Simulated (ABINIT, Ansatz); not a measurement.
# BaTiO3 (P4mm): G0W0 on several meshes in ABINIT

Wanted: mesh dependence and cost of G0W0 for BaTiO3 (P4mm).

Calculated with ABINIT 10.8.3; PBE and many-body steps on it, plane waves.

This is a report of a sequence of runs, with most program output left out.

The database entry behind the starting cell differs from later determinations by our own check (c/a about 0.6 % short), so it need not match the best structure at ambient conditions.

## 1. Starting point

The structure is tetragonal, space group P4mm (No. 99). Conventional cell: a = 4.000 Å, b = 4.000 Å, c = 4.018 Å, α = 90.00°, β = 90.00°, γ = 90.00°. Nearest to Ba lie 12 O at 2.79 to 2.88 Å. Nearest to Ti lie 6 O at 1.89 to 2.13 Å. O has 2 Ti at 1.89 to 2.13 Å and 4 Ba at 2.83 Å nearest. O has 2 Ti at 2.00 Å and 4 Ba at 2.79 to 2.88 Å nearest. Farther neighbours and most contacts between anions are not listed.

The cell and positions come from the Crystallography Open Database and are kept as given unless a step says otherwise. Spin-orbit coupling is left out unless a step names it.

## 2. Empty states on the mesh, 4×4×4 mesh, 440 bands

This step: ABINIT 10.8.3; DFT, PBE, plane waves, norm-conserving pseudopotentials.

The sums over transitions need many empty states on a uniform mesh; this step solves for them.

File run.abi:

```
acell 3*1.0 Angstrom
rprim 
  3.999800000000 0.000000000000 0.000000000000
  0.000000000000 3.999800000000 0.000000000000
  0.000000000000 0.000000000000 4.018000000000
ntypat 3
znucl 56 22 8
natom 5
typat 1 2 3 3 3
xred 
  0.000000000000 0.000000000000 0.000000000000
  0.500000000000 0.500000000000 0.490000000000
  0.500000000000 0.500000000000 0.019000000000
  0.500000000000 0.000000000000 0.517000000000
  0.000000000000 0.500000000000 0.517000000000
pp_dirpath "pseudos"
pseudos "Ba.upf, Ti.upf, O.upf"
ecut 38
ngkpt 4 4 4
nshiftk 1
shiftk 0 0 0
kptopt 1
chksymbreak 0
irdden 1
istwfk *1
nband 440
prtvol 0
optdriver 6
gwr_task "HDIAGO"
paral_kgb 0
occopt 1
indata_prefix "in"
outdata_prefix "out"
tmpdata_prefix "tmp"
```

Run with:

```bash
OMP_NUM_THREADS=1 mpirun -n 16 abinit run.abi > log
```

Wall time 7.3 min (16 MPI ranks of Arm Neoverse N1, shared host); peak memory 21 GiB.

Numbers from this step:

```
gap                                                           : 1.826 eV
k of the valence top                                          : 0.5, 0.5, 0.5
k of the conduction bottom                                    : 0, 0, 0
least direct gap                                              : 2.106 eV
k points computed                                             : 18
lowest point of the top converged band, above the valence top : 184.4447 eV
```

On this mesh the gap is 1.826 eV.

The density comes from a self-consistent run that is not shown.

## 3. Screening, 4×4×4 mesh, 188 bands, screening to 176.9 eV

The RPA dielectric matrix is built and inverted for each q.

This step: RPA screening on PBE, plane waves, norm-conserving pseudopotentials.

Edit run.abi of step 2 so:

```diff
@@ -23,10 +23,11 @@
 chksymbreak 0
-irdden 1
 istwfk *1
-nband 440
-prtvol 0
-optdriver 6
-gwr_task "HDIAGO"
-paral_kgb 0
 occopt 1
+irdwfk 1
+optdriver 3
+nband 188
+ecuteps 6.5
+inclvkb 2
+awtr 1
+symchi 1
 indata_prefix "in"
```

Run time: 6.2 min. Hardware: 16 MPI ranks; peak memory 5.9 GiB.

Numbers from this step:

- ε∞ with local fields, on this mesh, along the program's q direction: 6.178
- the same without local fields: 6.745
- plasma frequency: 29.29 eV
- plane waves in the screening matrix: 341

Local fields lower ε∞ by 8 %. On a Γ-centred mesh this coarse the value itself is usually too large, while a short band sum pulls it down.

## 4. 4×4×4

The self-energy is evaluated for the states that the input lists, and the levels follow from it, in one-shot runs by the linearised quasiparticle equation.

This step: G0W0 on PBE, plane waves, norm-conserving pseudopotentials.

Edit run.abi of step 3 so:

```diff
@@ -26,8 +26,17 @@
 irdwfk 1
-optdriver 3
+optdriver 4
 nband 188
+gwcalctyp 0
+ecutsigx 38
+symsigma 1
+nkptgw 2
+kptgw 
+  0.5000000000 0.5000000000 0.5000000000
+  0.0000000000 0.0000000000 0.0000000000
+bdgw 
+  18 23
+  19 23
 ecuteps 6.5
-inclvkb 2
-awtr 1
-symchi 1
+irdscr 1
+ppmodel 1
 indata_prefix "in"
```

It took 32 s on 16 MPI ranks; peak memory 5 GiB.

Numbers from this step:

- G0W0 gap on the points computed: 3.270 eV
- starting gap on the mesh: 1.826 eV
- k of the valence top: 0.5, 0.5, 0.5
- k of the conduction bottom: 0, 0, 0
- Z at the valence top: 0.761
- Z at the conduction bottom: 0.776
- least direct G0W0 gap on the computed points: 3.566 eV

The gap on the mesh goes from 1.83 eV to 3.27 eV, a correction of +1.44 eV.

## 5. Empty states on the mesh, 6×6×6 mesh, 196 bands

This step: DFT, PBE, plane waves, norm-conserving pseudopotentials.

Edit run.abi of step 4 so:

```diff
@@ -18,3 +18,3 @@
 ecut 38
-ngkpt 4 4 4
+ngkpt 6 6 6
 nshiftk 1
@@ -23,20 +23,10 @@
 chksymbreak 0
+irdden 1
 istwfk *1
+nband 196
+prtvol 0
+optdriver 6
+gwr_task "HDIAGO"
+paral_kgb 0
 occopt 1
-irdwfk 1
-optdriver 4
-nband 188
-gwcalctyp 0
-ecutsigx 38
-symsigma 1
-nkptgw 2
-kptgw 
-  0.5000000000 0.5000000000 0.5000000000
-  0.0000000000 0.0000000000 0.0000000000
-bdgw 
-  18 23
-  19 23
-ecuteps 6.5
-irdscr 1
-ppmodel 1
 indata_prefix "in"
```

The job ended after 8.6 min (16 MPI ranks; peak memory 21 GiB).

Numbers from this step:

```
gap                                                           : 1.826 eV
k of the valence top                                          : 0.5, 0.5, 0.5
k of the conduction bottom                                    : 0, 0, 0
least direct gap                                              : 2.106 eV
k points computed                                             : 40
lowest point of the top converged band, above the valence top : 97.9178 eV
```

On this mesh the gap is 1.826 eV.

## 6. Screening, 6×6×6 mesh, 188 bands, screening to 176.9 eV

This step: RPA screening on PBE, plane waves, norm-conserving pseudopotentials.

Edit run.abi of step 5 so:

```diff
@@ -23,10 +23,11 @@
 chksymbreak 0
-irdden 1
 istwfk *1
-nband 196
-prtvol 0
-optdriver 6
-gwr_task "HDIAGO"
-paral_kgb 0
 occopt 1
+irdwfk 1
+optdriver 3
+nband 188
+ecuteps 6.5
+inclvkb 2
+awtr 1
+symchi 1
 indata_prefix "in"
```

It took 33 min on 16 MPI ranks; peak memory 12 GiB.

This step gave:

| Property | Result |
| --- | --- |
| ε∞ with local fields, on this mesh, along the program's q direction | 5.971 |
| the same without local fields | 6.523 |
| plasma frequency | 29.29 eV |
| plane waves in the screening matrix | 341 |

## 7. 6×6×6

This step: G0W0 on PBE, plane waves, norm-conserving pseudopotentials.

Edit run.abi of step 6 so:

```diff
@@ -26,8 +26,17 @@
 irdwfk 1
-optdriver 3
+optdriver 4
 nband 188
+gwcalctyp 0
+ecutsigx 38
+symsigma 1
+nkptgw 2
+kptgw 
+  0.5000000000 0.5000000000 0.5000000000
+  0.0000000000 0.0000000000 0.0000000000
+bdgw 
+  18 23
+  19 23
 ecuteps 6.5
-inclvkb 2
-awtr 1
-symchi 1
+irdscr 1
+ppmodel 1
 indata_prefix "in"
```

It took 60 s on 16 MPI ranks; peak memory 9.7 GiB; 16 min of CPU time.

This step gave:

| Quantity | Value |
| --- | --- |
| G0W0 gap on the points computed | 3.266 eV |
| starting gap on the mesh | 1.826 eV |
| k of the valence top | 0.5, 0.5, 0.5 |
| k of the conduction bottom | 0, 0, 0 |
| Z at the valence top | 0.76 |
| Z at the conduction bottom | 0.776 |
| least direct G0W0 gap on the computed points | 3.557 eV |

Against G0W0 in ABINIT (4×4×4 mesh, 188 bands, screening to 176.9 eV, Godby-Needs plasmon pole), the gap moves by −0.004 eV.

## 8. The runs together

Times are wall times on 16 MPI ranks of Arm Neoverse N1, shared host, good to a factor of about two. A run's time includes the screening step that it read.

| run | mesh | bands | screening cutoff (eV) | DFT gap (eV) | gap on the mesh (eV) | direct (eV) | ε∞ used | time |
| --- | --- | --- | --- | --- | --- | --- | --- | --- |
| 4×4×4 | 4×4×4 | 188 | 176.9 | 1.826 | 3.270 | 3.566 | 6.18 | 6.8 min |
| 6×6×6 | 6×6×6 | 188 | 176.9 | 1.826 | 3.266 | 3.557 | 5.97 | 34 min |

## 9. What came out

```
4×4×4        : 3.270 eV
6×6×6        : 3.266 eV
known limits : not at the basis limit; no spin-orbit coupling; coarse k mesh
```

6×6×6: −0.004 eV against 4×4×4. Bands and cutoff are finite, so the gap is not at the basis limit. The miss can reach some tenths of an eV and take either sign; the mesh is an error of its own. In the first G0W0 run levels were corrected at 2 k points alone, so a gap called «on the mesh» is the least over those, and an edge elsewhere would be missed. The 4×4×4 mesh is coarse for this cell, which bears on the long-range parts of exchange and screening. The many-body steps are scalar-relativistic: spin-orbit coupling is not in them.

[Paths, hosts, dates, memory and timing lines, banners, echoed tables and standing remarks are left out of the program output.]

[Logs are printed without paths, hosts, clocks, repeated set-up lines and the standing remarks that a program may print on its own settings, such as how far it seeks lower states.]

[Runs of the session that timed out or met a known fault of the program may be left out.]

[No measured gap is set beside runs whose start may be inverted or whose files or cutoffs have a known fault.]

[Hosts, paths, dates, database ids (printed as entryN), source tags and the programs' standing remarks are cut or masked in the printed files.]

[G0W0 gaps are taken among the corrected bands and points alone; a level outside them can change the order at an edge.]

[Where Ansatz stands beside ABINIT at settings called matched, ABINIT's density can come from a denser mesh and the files from another edition; pairs whose starting gaps differed by over 0.03 eV were left out, so agreement reads better than it is.]
